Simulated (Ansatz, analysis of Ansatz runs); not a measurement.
**Can an added hole hop between Mn atoms in MnMoO4 (P2/c)?**

Aim: the energy barrier that a trapped hole meets when it moves from one Mn atom to another one nearby in MnMoO4 (P2/c). The model is a cell of 48 host atoms.

Program: Ansatz 0.2.0. Level of theory: plane-wave PAW DFT, PBEsol+U; relaxation of all atoms of a supercell at fixed charge in a uniform background. Results are calculated unless marked as measured.

**1. Set-up**

The cell holds 48 atoms: 8 Mn, 8 Mo and 32 O. Its edges and angles: a = 9.017 Å, b = 8.977 Å, c = 9.017 Å, α = 115.3°, β = 100.4°, γ = 113.3°. It derives from MnMoO4 (space group P2/c). Nearest the centre at fractional (0.532, 0.875, 0.157): O22 at 1.86 Å, O19 at 1.86 Å, O46 at 2.16 Å, O44 at 2.16 Å, O40 at 2.28 Å, O35 at 2.28 Å, Mn4 at 2.41 Å, Mn3 at 2.41 Å.

Hubbard terms: Mn d 4.5 eV. They were chosen, not fitted, to curb self-interaction in the shells named, the trial site's among them. The two sites are Mn3 and Mn4. The cell's shortest repeat is 9.0 Å. The host's moments were started antiferromagnetic in the unit cell, high spin; both sites carry the same spin direction.

**2. The cell without the carrier**

The neutral cell is relaxed first, from small random displacements, so that bond lengths and moments with the carrier can be set beside those of a relaxed cell without it.

File neutral.relax/input.yaml:

```yaml
crystal:
  lattice:
    - [-4.85771408, 5.77423287, 4.93564077]
    - [4.76913679, -5.77423287, 4.95007624]
    - [4.85771408, 5.77423287, -4.93564077]
  atoms:
    - { symbol: Mn, position: [0.03222, 0.125, 0.90722], spin: 5.0 }
    - { symbol: Mn, position: [0.03222, 0.625, 0.40722], spin: 5.0 }
    - { symbol: Mn, position: [0.53222, 0.125, 0.40722], spin: 5.0 }
    - { symbol: Mn, position: [0.53222, 0.625, 0.90722], spin: 5.0 }
    - { symbol: Mn, position: [0.46778, 0.375, 0.09278], spin: -5.0 }
    - { symbol: Mn, position: [0.46778, 0.875, 0.59278], spin: -5.0 }
    - { symbol: Mn, position: [0.96778, 0.375, 0.59278], spin: -5.0 }
    - { symbol: Mn, position: [0.96778, 0.875, 0.09278], spin: -5.0 }
    - { symbol: Mo, position: [0.217124, 0.125, 0.592124] }
    - { symbol: Mo, position: [0.217124, 0.625, 0.092124] }
    - { symbol: Mo, position: [0.717124, 0.125, 0.092124] }
    - { symbol: Mo, position: [0.717124, 0.625, 0.592124] }
    - { symbol: Mo, position: [0.282876, 0.375, 0.407876] }
    - { symbol: Mo, position: [0.282876, 0.875, 0.907876] }
    - { symbol: Mo, position: [0.782876, 0.375, 0.907876] }
    - { symbol: Mo, position: [0.782876, 0.875, 0.407876] }
    - { symbol: O, position: [0.022896, 0.077548, 0.656627] }
    - { symbol: O, position: [0.022896, 0.577548, 0.156627] }
    - { symbol: O, position: [0.522896, 0.077548, 0.156627] }
    - { symbol: O, position: [0.522896, 0.577548, 0.656627] }
    - { symbol: O, position: [0.329078, 0.172452, 0.445347] }
    - { symbol: O, position: [0.329078, 0.672452, 0.945347] }
    - { symbol: O, position: [0.829078, 0.172452, 0.945347] }
    - { symbol: O, position: [0.829078, 0.672452, 0.445347] }
    - { symbol: O, position: [0.477104, 0.422452, 0.343373] }
    - { symbol: O, position: [0.477104, 0.922452, 0.843373] }
    - { symbol: O, position: [0.977104, 0.422452, 0.843373] }
    - { symbol: O, position: [0.977104, 0.922452, 0.343373] }
    - { symbol: O, position: [0.170922, 0.327548, 0.554653] }
    - { symbol: O, position: [0.170922, 0.827548, 0.054653] }
    - { symbol: O, position: [0.670922, 0.327548, 0.054653] }
    - { symbol: O, position: [0.670922, 0.827548, 0.554653] }
    - { symbol: O, position: [0.260774, 0.073662, 0.938435] }
    - { symbol: O, position: [0.260774, 0.573662, 0.438435] }
    - { symbol: O, position: [0.760774, 0.073662, 0.438435] }
    - { symbol: O, position: [0.760774, 0.573662, 0.938435] }
    - { symbol: O, position: [0.114773, 0.176338, 0.187112] }
    - { symbol: O, position: [0.114773, 0.676338, 0.687112] }
    - { symbol: O, position: [0.614773, 0.176338, 0.687112] }
    - { symbol: O, position: [0.614773, 0.676338, 0.187112] }
    - { symbol: O, position: [0.239226, 0.426338, 0.061565] }
    - { symbol: O, position: [0.239226, 0.926338, 0.561565] }
    - { symbol: O, position: [0.739226, 0.426338, 0.561565] }
    - { symbol: O, position: [0.739226, 0.926338, 0.061565] }
    - { symbol: O, position: [0.385227, 0.323662, 0.812888] }
    - { symbol: O, position: [0.385227, 0.823662, 0.312888] }
    - { symbol: O, position: [0.885227, 0.323662, 0.312888] }
    - { symbol: O, position: [0.885227, 0.823662, 0.812888] }
basis:
  ecutwfc: 420
  xc_grid: 2
hamiltonian:
  xc: pbesol
  hubbard: { sites: [{ species: Mn, l: d, u_eff: 4.5 }] }
kpoints:
  mp_grid: { grid: [1, 1, 1] }
magnetization:
  spin_polarized: true
  initial_magnetization: 0
  spin_locking: { lock_magnetization: hard }
scf:
  occupations: { method: fermi_dirac, width: 0.01 }
  max_iter: 120
  lower_state_search: "off"
output:
  forces: true
relax:
  f_tol: 0.02
  max_steps: 70
  random_displacement: { amplitude: 0.04, seed: 9904 }
checkpoint:
  write: "../neutral.relax.run"
  compress: false
  write_wavefunctions: true
  write_every: 100000
```

Launch:

```sh
> ansatz run input.yaml --threads 8 --pin off --max-ram 17899MiB --backend cpu --events-out ev --progress --plain --runs-dir out
```

Numbers of over 12 decimals in the logs are rounded to 6 here.

Log:

```text
[... repeated set-up lines and file paths are left out, and long positions are rounded to six places ...]
Mn: projections on atomic orbitals take those of the free atom [Ne] 3s2 3p6 3d5 4s2, of charge +0.00 (hamiltonian.pseudopotentials.projection_atoms); the dataset's partial waves leave at most 9.0e-7 of an orbital's norm unspanned inside its sphere
Mo: projections on atomic orbitals take those of the free atom [Ar 3d10] 4s2 4p6 4d5 5s1, of charge +0.00 (hamiltonian.pseudopotentials.projection_atoms); the dataset's partial waves leave at most 6.0e-6 of an orbital's norm unspanned inside its sphere
O: projections on atomic orbitals take those of the free atom [He] 2s2 2p4, of charge +0.00 (hamiltonian.pseudopotentials.projection_atoms); the dataset's partial waves leave at most 1.9e-8 of an orbital's norm unspanned inside its sphere
Engine: ansatz 0.2.0, aarch64-unknown-linux-gnu
Pseudopotentials: kind: paw
Pseudopotential: Mn, paw, valence charge 15, recommended cutoff 420 eV (normal), Mn.paw.azcp
Pseudopotential: Mo, paw, valence charge 14, recommended cutoff 420 eV (normal), Mo.paw.azcp
Pseudopotential: O, paw, valence charge 6, recommended cutoff 420 eV (normal), O.paw.azcp
Functional definition: PBEsol
  exchange = pbesol_x
  correlation = pbesol_c
Crystal: 48 atoms, lattice volume = 549.531 Å³
Basis set: ecut = 420 eV, 10685 PW (Γ), exchange–correlation on 128×128×128 points (8 copies of the dense FFT grid, shifted against one another)
Bands: 260, of which v1, the nominal top of the filled ones, is band 212 counted from 1 (211 counted from 0)
Symmetry: 1 space group operations
k-points: 1
[...]
[... 12 atoms left out ...]
  atom  35  O      0.00107755     0.00074887    -0.00235213
  [... 4 atoms left out ...]
  atom  40  O     -0.00436876    -0.00186760     0.00089173
  [... 3 atoms left out ...]
  atom  44  O     -0.00198834     0.00254142     0.00252136
  [... 1 atom left out ...]
  atom  46  O      0.00436170     0.00242109    -0.00157241
  [... 2 atoms left out ...]
  max |Σ_I F_I| component: 9.50e-6 eV/Å
--- Band table (eV) ---
  k-point 0 ↑: bands = ["-70.6085", "-70.6084", "-70.6083", "-70.6081", [... 252 left out ...] "15.3216", "15.3590", "15.3878", "15.5951"]
  k-point 0 ↓: bands = ["-70.6086", "-70.6084", "-70.6083", "-70.6082", [... 252 left out ...] "15.3216", "15.3591", "15.3878", "15.5951"]
Occupation matrices written to <dir>
--- Relaxed structure (4 steps of the walk, 4 accepted, 0 SCFs on fresh bases) ---
  F+E_penalty+E_count = -88076.99281505 eV   max|allowed force component| = 7.722e-3 eV/Å
  atoms:
    - { symbol: Mn, position: [0.030452, 0.125329, 0.905685] }
    - { symbol: Mn, position: [0.030455, 0.625347, 0.405668] }
    - { symbol: Mn, position: [0.530384, 0.125290, 0.405583] }
    - { symbol: Mn, position: [0.530484, 0.625341, 0.905636] }
    [... 5 atoms left out ...]
    - { symbol: Mo, position: [0.217996, 0.625321, 0.093167] }
    - { symbol: Mo, position: [0.718012, 0.125339, 0.093176] }
    [... 7 atoms left out ...]
    - { symbol: O, position: [0.523410, 0.080058, 0.155846] }
    [... 2 atoms left out ...]
    - { symbol: O, position: [0.326006, 0.670667, 0.943928] }
    [... 12 atoms left out ...]
    - { symbol: O, position: [0.761545, 0.075087, 0.436166] }
    [... 4 atoms left out ...]
    - { symbol: O, position: [0.611336, 0.675777, 0.187201] }
    [... 3 atoms left out ...]
    - { symbol: O, position: [0.737572, 0.925647, 0.063387] }
    [... 1 atom left out ...]
    - { symbol: O, position: [0.387873, 0.825003, 0.312450] }
    [... 2 atoms left out ...]
[key lines of the parts left out:]
SCF converged after 9 iterations
Magnetization: 0.0000 μB (212.0000 up, 212.0000 down)
Free energy (F): -88076.992815 eV
Fermi energy:    10.295647 (↑ 10.295651, ↓ 10.295642) eV
```

Run time: 22 s. Hardware: 8 threads of Arm Neoverse V1, shared host; peak memory 1.3 GiB; 2.6 min of CPU time.

The largest displacement from an ideal site is 0.027 Å.

**3. The hole on the first site**

The nearest neighbour or neighbours of the site start displaced and the site's starting moment is changed by the carrier's spin, since a carrier doesn't trap itself in the undistorted lattice.

File A.relax/input.yaml:

```yaml
crystal:
  lattice:
    - [-4.85771408, 5.77423287, 4.93564077]
    - [4.76913679, -5.77423287, 4.95007624]
    - [4.85771408, 5.77423287, -4.93564077]
  atoms:
    - { symbol: Mn, position: [0.030452, 0.125329, 0.905685], spin: 5.0 }
    - { symbol: Mn, position: [0.030455, 0.625347, 0.405668], spin: 5.0 }
    - { symbol: Mn, position: [0.530384, 0.12529, 0.405583], spin: 4.0 }
    - { symbol: Mn, position: [0.530484, 0.625341, 0.905636], spin: 5.0 }
    - { symbol: Mn, position: [0.468784, 0.375444, 0.093983], spin: -5.0 }
    - { symbol: Mn, position: [0.468762, 0.875397, 0.593944], spin: -5.0 }
    - { symbol: Mn, position: [0.968702, 0.375374, 0.593945], spin: -5.0 }
    - { symbol: Mn, position: [0.968767, 0.875393, 0.093984], spin: -5.0 }
    - { symbol: Mo, position: [0.217966, 0.125362, 0.593214] }
    - { symbol: Mo, position: [0.217996, 0.625321, 0.093167] }
    - { symbol: Mo, position: [0.718012, 0.125339, 0.093176] }
    - { symbol: Mo, position: [0.718012, 0.625307, 0.593146] }
    - { symbol: Mo, position: [0.281246, 0.375404, 0.406475] }
    - { symbol: Mo, position: [0.281219, 0.875403, 0.906427] }
    - { symbol: Mo, position: [0.781246, 0.375426, 0.90648] }
    - { symbol: Mo, position: [0.781198, 0.875463, 0.40647] }
    - { symbol: O, position: [0.023342, 0.080069, 0.655902] }
    - { symbol: O, position: [0.023408, 0.580066, 0.155905] }
    - { symbol: O, position: [0.523856, 0.082208, 0.167768] }
    - { symbol: O, position: [0.523411, 0.580059, 0.655867] }
    - { symbol: O, position: [0.335764, 0.168512, 0.442254] }
    - { symbol: O, position: [0.326006, 0.670667, 0.943928] }
    - { symbol: O, position: [0.825973, 0.170636, 0.943888] }
    - { symbol: O, position: [0.825931, 0.670603, 0.443838] }
    - { symbol: O, position: [0.475817, 0.42063, 0.343715] }
    - { symbol: O, position: [0.475797, 0.920666, 0.843706] }
    - { symbol: O, position: [0.975857, 0.420746, 0.843774] }
    - { symbol: O, position: [0.975824, 0.920787, 0.343802] }
    - { symbol: O, position: [0.17324, 0.330116, 0.555766] }
    - { symbol: O, position: [0.173296, 0.830152, 0.055763] }
    - { symbol: O, position: [0.673268, 0.330127, 0.055763] }
    - { symbol: O, position: [0.673243, 0.830093, 0.555731] }
    - { symbol: O, position: [0.261663, 0.075088, 0.936189] }
    - { symbol: O, position: [0.261661, 0.575067, 0.436222] }
    - { symbol: O, position: [0.751445, 0.077216, 0.434887] }
    - { symbol: O, position: [0.761646, 0.575085, 0.936225] }
    - { symbol: O, position: [0.111343, 0.175697, 0.187204] }
    - { symbol: O, position: [0.11129, 0.675698, 0.687169] }
    - { symbol: O, position: [0.607955, 0.173594, 0.674999] }
    - { symbol: O, position: [0.611336, 0.675777, 0.187201] }
    - { symbol: O, position: [0.237576, 0.425663, 0.063458] }
    - { symbol: O, position: [0.237534, 0.925683, 0.563449] }
    - { symbol: O, position: [0.727879, 0.411638, 0.556333] }
    - { symbol: O, position: [0.737572, 0.925647, 0.063387] }
    - { symbol: O, position: [0.387862, 0.325072, 0.812482] }
    - { symbol: O, position: [0.394774, 0.838975, 0.31675] }
    - { symbol: O, position: [0.887925, 0.325015, 0.312437] }
    - { symbol: O, position: [0.887903, 0.825001, 0.812415] }
total_charge: 1
basis:
  ecutwfc: 420
  xc_grid: 2
hamiltonian:
  xc: pbesol
  hubbard: { sites: [{ species: Mn, l: d, u_eff: 4.5 }] }
kpoints:
  mp_grid: { grid: [1, 1, 1] }
magnetization:
  spin_polarized: true
  initial_magnetization: -1
  spin_locking: { lock_magnetization: hard }
scf:
  occupations: { method: fermi_dirac, width: 0.01 }
  max_iter: 120
  lower_state_search: "off"
output:
  forces: true
relax:
  f_tol: 0.015
  max_steps: 70
  escape_saddle: false
checkpoint:
  write: "../A.relax.run"
  compress: false
  write_wavefunctions: true
  write_every: 100000
```

Log:

```text
[...]
Crystal: 48 atoms, lattice volume = 549.531 Å³
Basis set: ecut = 420 eV, 10685 PW (Γ), exchange–correlation on 128×128×128 points (8 copies of the dense FFT grid, shifted against one another)
Bands: 260, of which v1, the nominal top of the filled ones, is band 212 counted from 1 (211 counted from 0)
Symmetry: 1 space group operations
[...]
k-points: 1
[...]
Starting moments: Σ|m| = 39 μB on 8 of 48 sites
[...]
SCF iter   1: F=—  HF=-88149.255913 eV  |F-HF|=—  |Δ(HF+E_count)|=         —  Δρ=1.17e-1 (↑1.16e-1 ↓1.17e-1)  dr2=4.20e2  dr2_m=4.37e0  M=-1.000 μB ∫|m|=35.061 μB  β_m=0.30  ethr=3.10e-3  ⟨swp⟩=5.0  Hψ=1701  notcnv=0  defer=37
[...]
SCF iter  12: F=-88086.005037 eV  HF=-88086.005037 eV  |F-HF|=5.10e-7  |Δ(HF+E_count)|=   2.26e-5  Δρ=1.97e-5 (↑1.97e-5 ↓1.48e-5)  dr2=4.79e-6  dr2_m=3.28e-7  M=-1.000 μB ∫|m|=38.906 μB  ethr=1.33e-9  ⟨swp⟩=3.0  Hψ=1774  notcnv=0
SCF 1 converged in 12 iterations: F = -88086.005037 eV  dr2 = 4.79e-6
[...]
relax step   1: F+E_penalty+E_count = -88086.00503705 eV  Δ(F+E_penalty+E_count) = +0.000e0 eV  max|allowed force component| = 1.223e0 eV/Å  Δτ_max = 0.0000 Å  (12 SCF iters, dr2 threshold 5.63e-6 eV, accepted)
[...]
relax step   2: F+E_penalty+E_count = -88086.25877028 eV  Δ(F+E_penalty+E_count) = -2.537e-1 eV  max|allowed force component| = 4.615e-1 eV/Å  Δτ_max = 0.0588 Å  (6 SCF iters, dr2 threshold 9.34e-5 eV, accepted)
relax step   3: F+E_penalty+E_count = -88086.31241578 eV  Δ(F+E_penalty+E_count) = -5.365e-2 eV  max|allowed force component| = 1.750e-1 eV/Å  Δτ_max = 0.0360 Å  (6 SCF iters, dr2 threshold 1.33e-5 eV, accepted)
relax step   4: F+E_penalty+E_count = -88086.32214639 eV  Δ(F+E_penalty+E_count) = -9.731e-3 eV  max|allowed force component| = 1.005e-1 eV/Å  Δτ_max = 0.0194 Å  (7 SCF iters, dr2 threshold 4.36e-6 eV, accepted)
relax step   5: F+E_penalty+E_count = -88086.32517783 eV  Δ(F+E_penalty+E_count) = -3.031e-3 eV  max|allowed force component| = 4.663e-2 eV/Å  Δτ_max = 0.0109 Å  (6 SCF iters, dr2 threshold 1.45e-6 eV, accepted)
relax step   6: F+E_penalty+E_count = -88086.32634341 eV  Δ(F+E_penalty+E_count) = -1.166e-3 eV  max|allowed force component| = 2.367e-2 eV/Å  Δτ_max = 0.0053 Å  (8 SCF iters, dr2 threshold 4.68e-7 eV, accepted)
relax step   7: F+E_penalty+E_count = -88086.32671807 eV  Δ(F+E_penalty+E_count) = -3.747e-4 eV  max|allowed force component| = 1.597e-2 eV/Å  Δτ_max = 0.0051 Å  (8 SCF iters, accepted)
SCF iter   1: F=—  HF=-88086.325319 eV  |F-HF|=—  |Δ(HF+E_count)|=         —  Δρ=9.85e-5 (↑9.85e-5 ↓9.18e-5)  dr2=1.30e-4  dr2_m=1.03e-5  M=-1.000 μB ∫|m|=38.896 μB  β_m=0.30  ethr=4.10e-7  ⟨swp⟩=4.5  Hψ=1125  notcnv=0  defer=80
[...]
SCF iter   6: F=-88086.326775 eV  HF=-88086.326775 eV  |F-HF|=2.47e-10  |Δ(HF+E_count)|=   7.19e-8  Δρ=1.27e-6 (↑1.27e-6 ↓1.22e-6)  dr2=1.94e-8  dr2_m=2.56e-9  M=-1.000 μB ∫|m|=38.895 μB  ethr=2.36e-11  ⟨swp⟩=2.0  Hψ=1710  notcnv=0
SCF 8 converged in 6 iterations: F = -88086.326775 eV  dr2 = 1.94e-8
relax step   8: F+E_penalty+E_count = -88086.32677485 eV  Δ(F+E_penalty+E_count) = -5.678e-5 eV  max|allowed force component| = 6.312e-3 eV/Å  Δτ_max = 0.0012 Å  (6 SCF iters, accepted)
NSCF: frozen V_eff on 1 k-points
[...]
SCF converged after 6 iterations
[...]
Magnetization: -1.0000 μB (211.0000 up, 212.0000 down)
Absolute magnetization: 38.9285 μB (∫|ρ↑−ρ↓|, with the PAW one-centre terms)
[...]
Per-site moments (μB) at R_I (Å): [(4.129049, 0.864781), (4.088640, 0.867673), (3.577001, 0.809094), [... 45 left out ...]
Free energy (F): -88086.326775 eV
[...]
Internal energy: -88086.326775 eV  (E = F + TS)
E sigma→0 (E₀):  -88086.326775 eV
Fermi energy:    9.427793 (↑ 9.332732, ↓ 10.229716) eV
[...]
--- Forces (eV/Å), atoms counted from 1 ---
  atom   1  Mn     0.00003083    -0.00070071     0.00004980
  atom   2  Mn    -0.00000526    -0.00392754     0.00000670
  atom   3  Mn    -0.00000399    -0.00300740     0.00007880
  atom   4  Mn     0.00002277    -0.00000195    -0.00001152
  [... 5 atoms left out ...]
  atom  10  Mo    -0.00268824     0.00244206     0.00283442
  atom  11  Mo    -0.00335666    -0.00411241     0.00347177
  [... 7 atoms left out ...]
  atom  19  O      0.00012564     0.00154316     0.00101269
  [... 2 atoms left out ...]
  atom  22  O     -0.00070135     0.00106608    -0.00076019
  [... 12 atoms left out ...]
  atom  35  O     -0.00152904     0.00234025     0.00085787
  [... 4 atoms left out ...]
  atom  40  O     -0.00312830    -0.00311601    -0.00048066
  [... 3 atoms left out ...]
  atom  44  O      0.00032229     0.00199503    -0.00085287
  [... 1 atom left out ...]
  atom  46  O      0.00107416     0.00024300    -0.00020990
  [... 2 atoms left out ...]
  max |Σ_I F_I| component: 3.13e-4 eV/Å
--- Band table (eV) ---
[...]
Occupation matrices written to <dir>
--- Relaxed structure (8 steps of the walk, 8 accepted, 0 SCFs on fresh bases) ---
  F+E_penalty+E_count = -88086.32677485 eV   max|allowed force component| = 6.312e-3 eV/Å
  atoms:
    - { symbol: Mn, position: [0.031135, 0.125366, 0.906346] }
    - { symbol: Mn, position: [0.033667, 0.625371, 0.408875] }
    - { symbol: Mn, position: [0.534398, 0.125367, 0.409611] }
    - { symbol: Mn, position: [0.528991, 0.625370, 0.904195] }
    [... 5 atoms left out ...]
    - { symbol: Mo, position: [0.217383, 0.629126, 0.093180] }
    - { symbol: Mo, position: [0.718569, 0.125322, 0.094194] }
    [... 7 atoms left out ...]
    - { symbol: O, position: [0.523878, 0.078969, 0.162821] }
    [... 2 atoms left out ...]
    - { symbol: O, position: [0.323597, 0.669853, 0.942312] }
    [... 12 atoms left out ...]
    - { symbol: O, position: [0.758396, 0.074110, 0.438180] }
    [... 4 atoms left out ...]
    - { symbol: O, position: [0.611912, 0.677711, 0.187941] }
    [... 3 atoms left out ...]
    - { symbol: O, position: [0.738398, 0.926221, 0.064524] }
    [... 1 atom left out ...]
    - { symbol: O, position: [0.390799, 0.847286, 0.313878] }
    [... 2 atoms left out ...]
```

Wall time 38 s (8 threads); peak memory 1.3 GiB; 4.5 min of CPU time.

Relaxation path:

| step | energy less that of the first step (eV) | largest force component (eV/Å) |
| --- | --- | --- |
| 1 | 0.0000 | 1.2227 |
| 2 | -0.2537 | 0.4615 |
| 3 | -0.3074 | 0.1750 |
| 4 | -0.3171 | 0.1005 |
| 5 | -0.3201 | 0.0466 |
| 6 | -0.3213 | 0.0237 |
| 7 | -0.3217 | 0.0160 |
| 8 | -0.3217 | 0.0063 |

The atoms that moved most (Å):

```csv
atom,dx,dy,dz,length
O46,0.045,-0.088,0.036,0.105
O43,-0.044,-0.088,-0.035,0.104
O35,-0.033,0.077,0.003,0.084
O39,0.032,0.076,-0.003,0.082
O41,0.055,0.007,0.031,0.063
O48,-0.054,0.007,-0.031,0.063
O29,-0.045,0.017,0.002,0.048
O26,0.045,0.017,-0.002,0.048
```

The moves above count from the input, in which the site's nearest neighbours were already displaced; the distances below compare with the cell without the carrier.

Distances from Mn3 without and with the hole:

```csv
atom,without (Å),with (Å)
O46,2.13,1.96
O43,2.13,1.96
O21,2.09,2.06
O19,2.09,2.06
O35,2.30,2.24
O39,2.30,2.24
```

The largest changes of the moments are -0.54 μB on Mn3, -0.06 μB on O43 and -0.06 μB on O46. The largest part sits on the chosen site.

(Part 1 of 2 ends here.)

[Logs are printed without paths, hosts, clocks, repeated set-up lines and the standing remarks that a program may print on its own settings, such as how far it seeks lower states.]

[Hosts, paths, dates, database ids (printed as entryN), source tags and the programs' standing remarks are cut or masked in the printed files.]
